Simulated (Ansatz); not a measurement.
## Cl on W(110): change of the work function

Aim: the work function of W(110) at several coverages of Cl (longbridge site), and the dipole that each adsorbate carries.

Main program and level: Ansatz 0.2.0; plane-wave DFT, PBE, Ansatz PAW.

### 1. Set-up

The cell holds 4 atoms: 4 W. Cell: a = 2.737 Å, b = 2.737 Å, c = 24.703 Å, α = 90.0°, β = 90.0°, γ = 70.5°. Vacuum lies along c.

### 2. The clean slab

The bare slab comes first, as the zero from which every change is counted. The two lowest layers are held at bulk places and the upper ones relax. The dipole correction removes the false field that a one-sided slab makes across the periodic vacuum, so each face gets a flat vacuum level of its own.

input.yaml reads:

```yaml
crystal:
  lattice:
    - [2.2344574285, -1.58, 0.0]
    - [2.2344574285, 1.58, 0.0]
    - [0.0, 0.0, 24.7033722856]
  atoms:
    - { symbol: W, position: [0.0, 0.0, 0.3643227287] }
    - { symbol: W, position: [0.5, 0.5, 0.4547742429] }
    - { symbol: W, position: [0.0, 0.0, 0.5452257571] }
    - { symbol: W, position: [0.5, 0.5, 0.6356772713] }
kpoints:
  mp_grid: { grid: [12, 12, 1] }
hamiltonian:
  xc: pbe
scf:
  occupations: { method: fermi_dirac, width: 0.1 }
  convergence: { dr2_threshold: 1.0e-08 }
efield:
  axis: 3
  dipole_correction: true
  ramp_position: 0.97
  ramp_width: 0.06
relax:
  f_tol: 0.02
  max_steps: 60
  constraints: [{ sites: [0, 1] }]
output:
  write_potential: true
  write_density: true
  volumetric_format: npy
```

On the command line:

```
ansatz run input.yaml --threads 4 --pin off --max-ram 6144MiB --backend cpu --events-out ev --progress --plain --runs-dir out
```

Standard output:

```text
Engine: ansatz 0.2.0, aarch64-unknown-linux-gnu
Pseudopotentials: kind: paw
Pseudopotential: W, paw, valence charge 14, recommended cutoff 420 eV (normal), W.paw.azcp
Functional definition: PBE
  parameter kappa = 0.804
  parameter beta = 0.066725
  exchange = pbe_x(kappa = kappa, mu = beta*pi^2/3)
  correlation = pbe_c(beta = beta)
Crystal: 4 atoms, lattice volume = 174.428 Å³
Basis set: ecut = 420 eV, 3461 PW (Γ), exchange–correlation on 40×40×360 points (8 copies of the dense FFT grid, shifted against one another)
Bands: 34, of which v1, the nominal top of the filled ones, is band 28 counted from 1 (27 counted from 0)
Symmetry: 4 space group operations
k-points: 43 of 144
Non-local potential: W, projectors of the file, l = 0: 3, l = 1: 2, l = 2: 2, l = 3: 1
PAW form: soft (Blöchl's): semilocal exchange-correlation on the pseudo side does not see the compensation charge
PAW one-centre angular grid: W, 590 points (default); XC on 64 Gauss nodes
Initial density: superposition of atomic densities (neutral atoms: chi_scale 0, normalization atom), corrected by the library's trained network
Initial wavefunctions: pseudopotential atomic-orbital guess
Functional: x = pbe(κ = 0.804, μ = 0.219515), c = pbe(β = 0.066725)
SCF iter   1: F=—  HF=-41536.547941 eV  |F-HF|=—  |Δ(HF+E_count)|=         —  Δρ=9.69e-3  dr2=1.99e0  ethr=1.77e-3  p=0.000 e·Å  D=4.83e-14 V/Å  ΔV_dip=-0.00 eV  dr2_dipole=2.75e-7  V_vac-E_F(+/−)=5.06/5.06 eV  ⟨swp⟩=7.9  Hψ=15776  notcnv=0  defer=16
efield: sawtooth ramp at fractional position 0.9700 (set: `efield.ramp_position`, or a place that a band, a saddle search or an elastic batch's reference lends), width 0.0600; the density the first Hamiltonian is built on has a dipole p = 0.000 e·Å; the dipole correction subtracts the counter field D = 4.83e-14 V/Å, which shifts the + side's vacuum level by -0.00 eV against the − side's; the planar-averaged density in the ramp window peaks in size at 1.1e-5 e/Å³
automatic band count: the SCF goes on with 40 bands, as 34 were too few: the levels above may hold too much charge
preconditioner: auto → LDOS  [metal: Δε(μ)=0.044 eV  Ē_g=6.098 eV  σ=0.100 eV  W_gap=0.11  n_scr=16 (ndim 8)  ℏωp=13.8 eV  f_vac=0.562  D(μ)=3.18/eV (n_scr^D=14)  β→1.0]
SCF iter   2: F=—  HF=-41536.463453 eV  |F-HF|=—  |Δ(HF+E_count)|=   8.45e-2  Δρ=3.80e-3  dr2=1.53e-1  ethr=1.77e-3  p=-0.000 e·Å  D=-1.41e-5 V/Å  ΔV_dip=0.00 eV  dr2_dipole=9.41e-8  V_vac-E_F(+/−)=4.91/4.91 eV  ⟨swp⟩=2.0  Hψ=2409  notcnv=0  defer=46
SCF iter   3: F=—  HF=-41536.454051 eV  |F-HF|=—  |Δ(HF+E_count)|=   9.40e-3  Δρ=7.33e-4  dr2=4.77e-3  ethr=2.73e-4  p=-0.000 e·Å  D=-5.84e-6 V/Å  ΔV_dip=0.00 eV  dr2_dipole=2.39e-8  V_vac-E_F(+/−)=4.90/4.90 eV  ⟨swp⟩=1.9  Hψ=2195  notcnv=0  defer=48
SCF iter   4: F=—  HF=-41536.453642 eV  |F-HF|=—  |Δ(HF+E_count)|=   4.09e-4  Δρ=2.26e-4  dr2=2.83e-4  ethr=8.51e-6  p=-0.000 e·Å  D=-2.80e-6 V/Å  ΔV_dip=0.00 eV  dr2_dipole=3.72e-9  V_vac-E_F(+/−)=4.90/4.90 eV  ⟨swp⟩=2.2  Hψ=2210  notcnv=0  defer=48
SCF iter   5: F=—  HF=-41536.453616 eV  |F-HF|=—  |Δ(HF+E_count)|=   2.57e-5  Δρ=8.21e-5  dr2=9.88e-6  ethr=5.05e-7  p=-0.000 e·Å  D=-1.58e-6 V/Å  ΔV_dip=0.00 eV  dr2_dipole=4.44e-10  V_vac-E_F(+/−)=4.90/4.90 eV  ⟨swp⟩=2.8  Hψ=2489  notcnv=0  defer=48
SCF iter   6: F=—  HF=-41536.453677 eV  |F-HF|=—  |Δ(HF+E_count)|=   6.09e-5  Δρ=1.85e-5  dr2=1.78e-6  ethr=1.76e-8  p=-0.000 e·Å  D=-3.96e-7 V/Å  ΔV_dip=0.00 eV  dr2_dipole=1.10e-14  V_vac-E_F(+/−)=4.90/4.90 eV  ⟨swp⟩=3.0  Hψ=2816  notcnv=0  defer=46
SCF iter   7: F=—  HF=-41536.453677 eV  |F-HF|=—  |Δ(HF+E_count)|=   1.78e-7  Δρ=5.89e-6  dr2=9.96e-8  ethr=3.18e-9  p=-0.000 e·Å  D=-1.01e-7 V/Å  ΔV_dip=0.00 eV  dr2_dipole=1.15e-12  V_vac-E_F(+/−)=4.90/4.90 eV  ⟨swp⟩=2.1  Hψ=2209  notcnv=0  defer=46
SCF iter   8: F=—  HF=-41536.453677 eV  |F-HF|=—  |Δ(HF+E_count)|=   1.72e-7  Δρ=2.09e-6  dr2=1.13e-8  ethr=1.79e-11  p=-0.000 e·Å  D=-5.65e-8 V/Å  ΔV_dip=0.00 eV  dr2_dipole=6.97e-14  V_vac-E_F(+/−)=4.90/4.90 eV  ⟨swp⟩=12.3  Hψ=12536  notcnv=0
SCF iter   9: F=-41536.453677 eV  HF=-41536.453677 eV  |F-HF|=2.90e-9  |Δ(HF+E_count)|=   2.45e-9  Δρ=6.34e-7  dr2=1.02e-9  ethr=1.79e-11  p=-0.000 e·Å  D=-1.55e-8 V/Å  ΔV_dip=0.00 eV  dr2_dipole=4.30e-15  V_vac-E_F(+/−)=4.90/4.90 eV  ⟨swp⟩=10.8  Hψ=10717  notcnv=0
SCF 1 converged in 9 iterations: F = -41536.453677 eV  dr2 = 1.02e-9
  greatest PAW one-centre occupation: 1.000 electrons in one spin orbital (limit 2), on the W atom at site 0 (counted from 0), in its partial waves of l = 0
relax step   1: F+E_penalty+E_count = -41536.45367728 eV  Δ(F+E_penalty+E_count) = +0.000e0 eV  max|allowed force component| = 6.535e-1 eV/Å  Δτ_max = 0.0000 Å  (9 SCF iters, accepted)
Bands: 40, of which v1, the nominal top of the filled ones, is band 28 counted from 1 (27 counted from 0)
Initial density: handed on by an earlier stage of this run
Initial wavefunctions: those handed on with the density
iter 1 solved again at ethr=9.58e-4 eV; its pass at ethr=3.10e-3 eV (dr2=5.36e-1 eV) is discarded
SCF iter   1: F=—  HF=-41536.451060 eV  |F-HF|=—  |Δ(HF+E_count)|=         —  Δρ=7.55e-3  dr2=5.51e-1  ethr=9.58e-4  p=-0.000 e·Å  D=-4.98e-7 V/Å  ΔV_dip=0.00 eV  dr2_dipole=8.25e-2  V_vac-E_F(+/−)=4.92/4.92 eV  ⟨swp⟩=1.6  Hψ=6453  notcnv=0  defer=49
efield: sawtooth ramp at fractional position 0.9700 (set: `efield.ramp_position`, or a place that a band, a saddle search or an elastic batch's reference lends), width 0.0600; the density the first Hamiltonian is built on has a dipole p = -0.000 e·Å; the dipole correction subtracts the counter field D = -4.98e-7 V/Å, which shifts the + side's vacuum level by +0.00 eV against the − side's; the planar-averaged density in the ramp window peaks in size at 4.2e-6 e/Å³
preconditioner: auto → LDOS  [metal: Δε(μ)=0.008 eV  Ē_g=6.108 eV  σ=0.100 eV  W_gap=0.02  n_scr=16 (ndim 8)  ℏωp=13.8 eV  f_vac=0.561  D(μ)=3.03/eV (n_scr^D=12)  β→1.0]
SCF iter   2: F=—  HF=-41536.439067 eV  |F-HF|=—  |Δ(HF+E_count)|=   1.20e-2  Δρ=5.12e-3  dr2=1.98e-1  ethr=9.58e-4  p=0.007 e·Å  D=7.37e-3 V/Å  ΔV_dip=-0.18 eV  dr2_dipole=2.51e-3  V_vac-E_F(+/−)=4.72/4.90 eV  ⟨swp⟩=2.7  Hψ=2768  notcnv=0  defer=49
SCF iter   3: F=—  HF=-41536.411540 eV  |F-HF|=—  |Δ(HF+E_count)|=   2.75e-2  Δρ=1.14e-3  dr2=8.39e-3  ethr=3.53e-4  p=0.005 e·Å  D=5.11e-3 V/Å  ΔV_dip=-0.13 eV  dr2_dipole=6.86e-5  V_vac-E_F(+/−)=4.79/4.91 eV  ⟨swp⟩=2.4  Hψ=2949  notcnv=0  defer=49
[...]
SCF iter   3: F=—  HF=-41536.467263 eV  |F-HF|=—  |Δ(HF+E_count)|=   1.04e-2  Δρ=8.47e-4  dr2=5.12e-3  ethr=1.42e-4  p=0.004 e·Å  D=4.30e-3 V/Å  ΔV_dip=-0.11 eV  dr2_dipole=4.39e-5  V_vac-E_F(+/−)=4.79/4.90 eV  ⟨swp⟩=2.6  Hψ=3087  notcnv=0  defer=49
SCF iter   4: F=—  HF=-41536.466247 eV  |F-HF|=—  |Δ(HF+E_count)|=   1.02e-3  Δρ=1.79e-4  dr2=1.18e-4  ethr=9.14e-6  p=0.004 e·Å  D=3.68e-3 V/Å  ΔV_dip=-0.09 eV  dr2_dipole=5.74e-7  V_vac-E_F(+/−)=4.81/4.90 eV  ⟨swp⟩=2.5  Hψ=2483  notcnv=0  defer=49
SCF iter   5: F=—  HF=-41536.466260 eV  |F-HF|=—  |Δ(HF+E_count)|=   1.35e-5  Δρ=5.43e-5  dr2=8.97e-6  ethr=2.11e-7  p=0.003 e·Å  D=3.19e-3 V/Å  ΔV_dip=-0.08 eV  dr2_dipole=8.65e-7  V_vac-E_F(+/−)=4.82/4.90 eV  ⟨swp⟩=2.2  Hψ=2723  notcnv=0  defer=49
SCF iter   6: F=—  HF=-41536.466316 eV  |F-HF|=—  |Δ(HF+E_count)|=   5.58e-5  Δρ=1.68e-5  dr2=2.41e-6  ethr=1.60e-8  p=0.003 e·Å  D=2.93e-3 V/Å  ΔV_dip=-0.07 eV  dr2_dipole=2.53e-8  V_vac-E_F(+/−)=4.83/4.90 eV  ⟨swp⟩=2.8  Hψ=3011  notcnv=0  defer=49
SCF iter   7: F=—  HF=-41536.466316 eV  |F-HF|=—  |Δ(HF+E_count)|=   9.87e-8  Δρ=6.68e-6  dr2=1.22e-7  ethr=4.30e-9  p=0.003 e·Å  D=2.81e-3 V/Å  ΔV_dip=-0.07 eV  dr2_dipole=1.60e-9  V_vac-E_F(+/−)=4.83/4.90 eV  ⟨swp⟩=2.0  Hψ=2145  notcnv=0  defer=49
SCF iter   8: F=—  HF=-41536.466316 eV  |F-HF|=—  |Δ(HF+E_count)|=   1.35e-7  Δρ=2.67e-6  dr2=2.96e-8  ethr=2.18e-10  p=0.003 e·Å  D=2.77e-3 V/Å  ΔV_dip=-0.07 eV  dr2_dipole=8.00e-10  V_vac-E_F(+/−)=4.83/4.90 eV  ⟨swp⟩=3.0  Hψ=3071  notcnv=0  defer=49
SCF iter   9: F=-41536.466316 eV  HF=-41536.466316 eV  |F-HF|=3.74e-9  |Δ(HF+E_count)|=   1.98e-8  Δρ=7.34e-7  dr2=1.32e-9  ethr=1.79e-11  p=0.003 e·Å  D=2.76e-3 V/Å  ΔV_dip=-0.07 eV  dr2_dipole=5.96e-13  V_vac-E_F(+/−)=4.83/4.90 eV  ⟨swp⟩=11.1  Hψ=11214  notcnv=0
SCF 3 converged in 9 iterations: F = -41536.466316 eV  dr2 = 1.32e-9
relax step   3: F+E_penalty+E_count = -41536.46631625 eV  Δ(F+E_penalty+E_count) = -1.264e-2 eV  max|allowed force component| = 9.000e-2 eV/Å  Δτ_max = 0.0345 Å  (9 SCF iters, accepted)
SCF iter   1: F=—  HF=-41536.467006 eV  |F-HF|=—  |Δ(HF+E_count)|=         —  Δρ=7.95e-4  dr2=4.51e-3  ethr=1.73e-4  p=0.003 e·Å  D=2.76e-3 V/Å  ΔV_dip=-0.07 eV  dr2_dipole=5.29e-4  V_vac-E_F(+/−)=4.83/4.90 eV  ⟨swp⟩=2.1  Hψ=2956  notcnv=0  defer=49
efield: sawtooth ramp at fractional position 0.9700 (set: `efield.ramp_position`, or a place that a band, a saddle search or an elastic batch's reference lends), width 0.0600; the density the first Hamiltonian is built on has a dipole p = 0.003 e·Å; the dipole correction subtracts the counter field D = 2.76e-3 V/Å, which shifts the + side's vacuum level by -0.07 eV against the − side's; the planar-averaged density in the ramp window peaks in size at 2.5e-6 e/Å³
preconditioner: auto → LDOS  [metal: Δε(μ)=0.042 eV  Ē_g=6.069 eV  σ=0.100 eV  W_gap=0.10  n_scr=16 (ndim 8)  ℏωp=13.8 eV  f_vac=0.561  D(μ)=3.08/eV (n_scr^D=14)  β→1.0]
SCF iter   2: F=—  HF=-41536.466782 eV  |F-HF|=—  |Δ(HF+E_count)|=   2.25e-4  Δρ=3.58e-4  dr2=1.22e-3  ethr=8.05e-6  p=0.002 e·Å  D=2.05e-3 V/Å  ΔV_dip=-0.05 eV  dr2_dipole=4.65e-5  V_vac-E_F(+/−)=4.85/4.90 eV  ⟨swp⟩=2.0  Hψ=2582  notcnv=0  defer=49
SCF iter   3: F=—  HF=-41536.466693 eV  |F-HF|=—  |Δ(HF+E_count)|=   8.84e-5  Δρ=1.37e-4  dr2=1.44e-4  ethr=2.17e-6  p=0.002 e·Å  D=2.31e-3 V/Å  ΔV_dip=-0.06 eV  dr2_dipole=1.26e-5  V_vac-E_F(+/−)=4.84/4.90 eV  ⟨swp⟩=2.0  Hψ=2277  notcnv=0  defer=49
SCF iter   4: F=—  HF=-41536.466668 eV  |F-HF|=—  |Δ(HF+E_count)|=   2.55e-5  Δρ=3.26e-5  dr2=6.82e-6  ethr=2.57e-7  p=0.002 e·Å  D=2.20e-3 V/Å  ΔV_dip=-0.05 eV  dr2_dipole=8.20e-7  V_vac-E_F(+/−)=4.84/4.90 eV  ⟨swp⟩=3.4  Hψ=3097  notcnv=0  defer=49
SCF iter   5: F=—  HF=-41536.466723 eV  |F-HF|=—  |Δ(HF+E_count)|=   5.51e-5  Δρ=1.10e-5  dr2=2.53e-7  ethr=1.22e-8  p=0.002 e·Å  D=2.19e-3 V/Å  ΔV_dip=-0.05 eV  dr2_dipole=5.43e-9  V_vac-E_F(+/−)=4.84/4.90 eV  ⟨swp⟩=2.5  Hψ=2375  notcnv=0  defer=49
SCF iter   6: F=—  HF=-41536.466723 eV  |F-HF|=—  |Δ(HF+E_count)|=   2.64e-7  Δρ=4.53e-6  dr2=3.51e-8  ethr=4.52e-10  p=0.002 e·Å  D=2.20e-3 V/Å  ΔV_dip=-0.05 eV  dr2_dipole=1.68e-10  V_vac-E_F(+/−)=4.84/4.90 eV  ⟨swp⟩=2.8  Hψ=3016  notcnv=0  defer=49
SCF iter   7: F=-41536.466723 eV  HF=-41536.466723 eV  |F-HF|=5.69e-9  |Δ(HF+E_count)|=   7.88e-8  Δρ=1.73e-6  dr2=9.35e-9  ethr=1.79e-11  p=0.002 e·Å  D=2.20e-3 V/Å  ΔV_dip=-0.05 eV  dr2_dipole=1.03e-12  V_vac-E_F(+/−)=4.84/4.90 eV  ⟨swp⟩=11.5  Hψ=11409  notcnv=0
SCF 4 converged in 7 iterations: F = -41536.466723 eV  dr2 = 9.35e-9
relax step   4: F+E_penalty+E_count = -41536.46672319 eV  Δ(F+E_penalty+E_count) = -4.069e-4 eV  max|allowed force component| = 1.129e-2 eV/Å  Δτ_max = 0.0139 Å  (7 SCF iters, accepted)
NSCF: frozen V_eff on 43 k-points
the band table was solved once a step of the walk had ended and its energy, with any forces and stress, was formed, with the checks that follow a solve (9071 applications of the Hamiltonian). They found nothing against the state; the energy, forces and stress were not computed again (output.eigenvalues in the input reference)
WARN: The output density's exchange-correlation potential varies sharply where the density is thin. Do not read a vacuum level from v_tot or v_xc, or from such a field of the output density. On a cell that repeats whose density bears no net charge and no dipole along the vacuum's axis use v_es (v_loc + v_h of the components); under efield.dipole_correction with no amplitude use v_es + v_field, which holds any externa [...]
SCF converged after 7 iterations
Free energy (F): -41536.466723 eV
Harris-Foulkes:  -41536.466723 eV  (|F-HF|=5.69e-9)
Internal energy: -41536.366955 eV  (E = F + TS)
E sigma→0 (E₀):  -41536.416839 eV
Entropy (-TS):   -0.099768 eV (-24.942 meV/atom)
Fermi energy:    5.203880 eV
Dipole field:    D = 0.002197 V/Å  (p = 0.002118 e·Å, saw-weighted, corrected)
Work function:   Φ+ = 4.8447 eV   Φ− = 4.8989 eV
Levels:          The Fermi level and band energies are counted from a zero that moves with the ramp; work functions are not
--- Per-component energies (eV) ---
  E_band       = -1291.057248
  E_kinetic    = 1792.505388
  E_local      = -71121.558076  (includes V_loc(G=0)·N_el)
  E_nonlocal   = 4.576205
  E_hartree    = 34741.224890
  E_xc         = -1063.352008
  E_vxc        = -949.335306  (∫ρ·V_xc dr)
  E_paw        = -34249.938995  (= ΣΔE_a)
  E_vpaw       = -499.704010  (= ΣTr[D̂ρ^β])
  E_aug_tail   = -0.000235  (compensation charges beyond the density's cutoff)
  E_efield     = 0.000002  (sawtooth field / dipole correction)
  E_vefield    = -0.001025  (∫n·V_field dr)
  E_ewald      = 28360.175874
  E_smearing   = -0.099768  (= −TS)
  E_closure    = -0.000000  (closes the sum)
  Σ components = -41536.466723   (vs F -41536.466723, Δ=0.00e0)
--- Forces (eV/Å), atoms counted from 1 ---
  atom   1  W      0.00000000     0.00000000     0.36117714
  atom   2  W      0.00000000    -0.00000000    -0.34159757
  atom   3  W      0.00000000    -0.00000000    -0.00830034
  atom   4  W      0.00000000    -0.00000000    -0.01129449
  max |Σ_I F_I| component: 1.53e-5 eV/Å
--- Band table (eV; the first three rows and the last of 43) ---
  k-point 0: bands = [... 24 lower, 3.7540, 3.7892, 3.9762, 4.5401, 4.8127, 5.7605, 6.0199, 6.9297, ... 8 higher]
  k-point 1: bands = [... 24 lower, 3.5720, 3.7614, 4.1231, 4.4811, 4.8136, 5.3411, 6.2452, 6.7515, ... 8 higher]
  k-point 2: bands = [... 24 lower, 3.3977, 3.5331, 3.9616, 4.3822, 4.9156, 5.2947, 6.6226, 6.6532, ... 8 higher]
  k-point 42: bands = [... 24 lower, 3.7933, 5.7375, 5.8442, 6.2645, 6.3571, 6.8712, 7.2505, 8.8378, ... 8 higher]
--- Relaxed structure (4 steps of the walk, 3 accepted, 0 SCFs on fresh bases) ---
  F+E_penalty+E_count = -41536.46672319 eV   max|allowed force component| = 1.129e-2 eV/Å
  atoms:
    - { symbol: W, position: [0.0, 0.0, 0.3643227287] }
    - { symbol: W, position: [0.5, 0.5, 0.4547742429] }
    - { symbol: W, position: [-6.653931e-19, 6.653931e-19, 0.546759] }
    - { symbol: W, position: [0.5, 0.5, 0.635499] }
```

Wall time 35 s (4 threads of Arm Neoverse V1, shared host); peak memory 0.56 GiB; 2.3 min of CPU time.

Reading the cycles: dr2 is the Hartree energy of the density residual (eV), the measure of convergence; HF is the Harris–Foulkes estimate of the energy, which meets the free energy F at convergence.

Relaxation path:

| step | energy less that of the first step (eV) | largest force component (eV/Å) |
| --- | --- | --- |
| 1 | 0.0000 | 0.6535 |
| 2 | 0.0440 | 1.3654 |
| 3 | -0.0126 | 0.0900 |
| 4 | -0.0130 | 0.0113 |

Relaxation step 2 was tried and not accepted.

Forces are held to the 4 operations that the program found; a distortion that breaks them can't arise in this run.

The atoms that moved most (Å):

| atom | dx | dy | dz | length |
| --- | --- | --- | --- | --- |
| W3 | 0.000 | 0.000 | 0.038 | 0.038 |

Final coordinates:

```xyz
4
Lattice="2.2345 -1.5800 0.0000 2.2345 1.5800 0.0000 0.0000 0.0000 24.7034" Properties=species:S:1:pos:R:3
W     0.0000    0.0000    9.0000
W     2.2345    0.0000   11.2345
W     0.0000    0.0000   13.5068
W     2.2345    0.0000   15.6990
```

Read from the output:

```yaml
energy_at_zero_smearing: -41536.4168 eV
work_function_upper_face: 4.845 eV
work_function_lower_face: 4.899 eV
dipole_along_the_normal: 0.002118 e·Å
step_between_the_vacuum_levels: -0.05428 eV
```

Running mean over 2.234 Å of the planar mean; the ramp of the sawtooth is left out. Electron's electrostatic potential energy less the Fermi level against z:

z (Å), electron's electrostatic potential energy less the Fermi level (eV) and a bar from the least value:
```
        4        4.9 ##############################
        5        4.9 ##############################
        6        4.8 ##############################
        7        3.3 ###########################
        8       -5.8 ############
        9      -12.2 #
       10      -12.6 #
       11      -12.7 
       12      -12.5 #
       13      -12.6 #
       14      -13.0 
       15      -12.9 
       16      -11.5 ##
       17       -2.3 ##################
       18        4.1 #############################
       19        4.8 ##############################
       20        4.8 ##############################
       21        4.8 ##############################
```

The relaxation took 4 steps and lowered the energy by 0.013 eV; the largest force on the free atoms ends at 0.011 eV/Å.

The work function of the upper face is 4.84 eV.

(Part 1 of 5 ends here.)

[Long decimals in the printed logs are rounded to 6 places.]

[Logs are printed without paths, hosts, clocks, repeated set-up lines and the standing remarks that a program may print on its own settings, such as how far it seeks lower states.]

[Hosts, paths, dates, database ids (printed as entryN), source tags and the programs' standing remarks are cut or masked in the printed files.]

[Maps of the electrostatic potential energy from Ansatz leave out the sawtooth potential of an applied field or a dipole correction, so their vacuum need not be flat; planar profiles and work functions include it.]
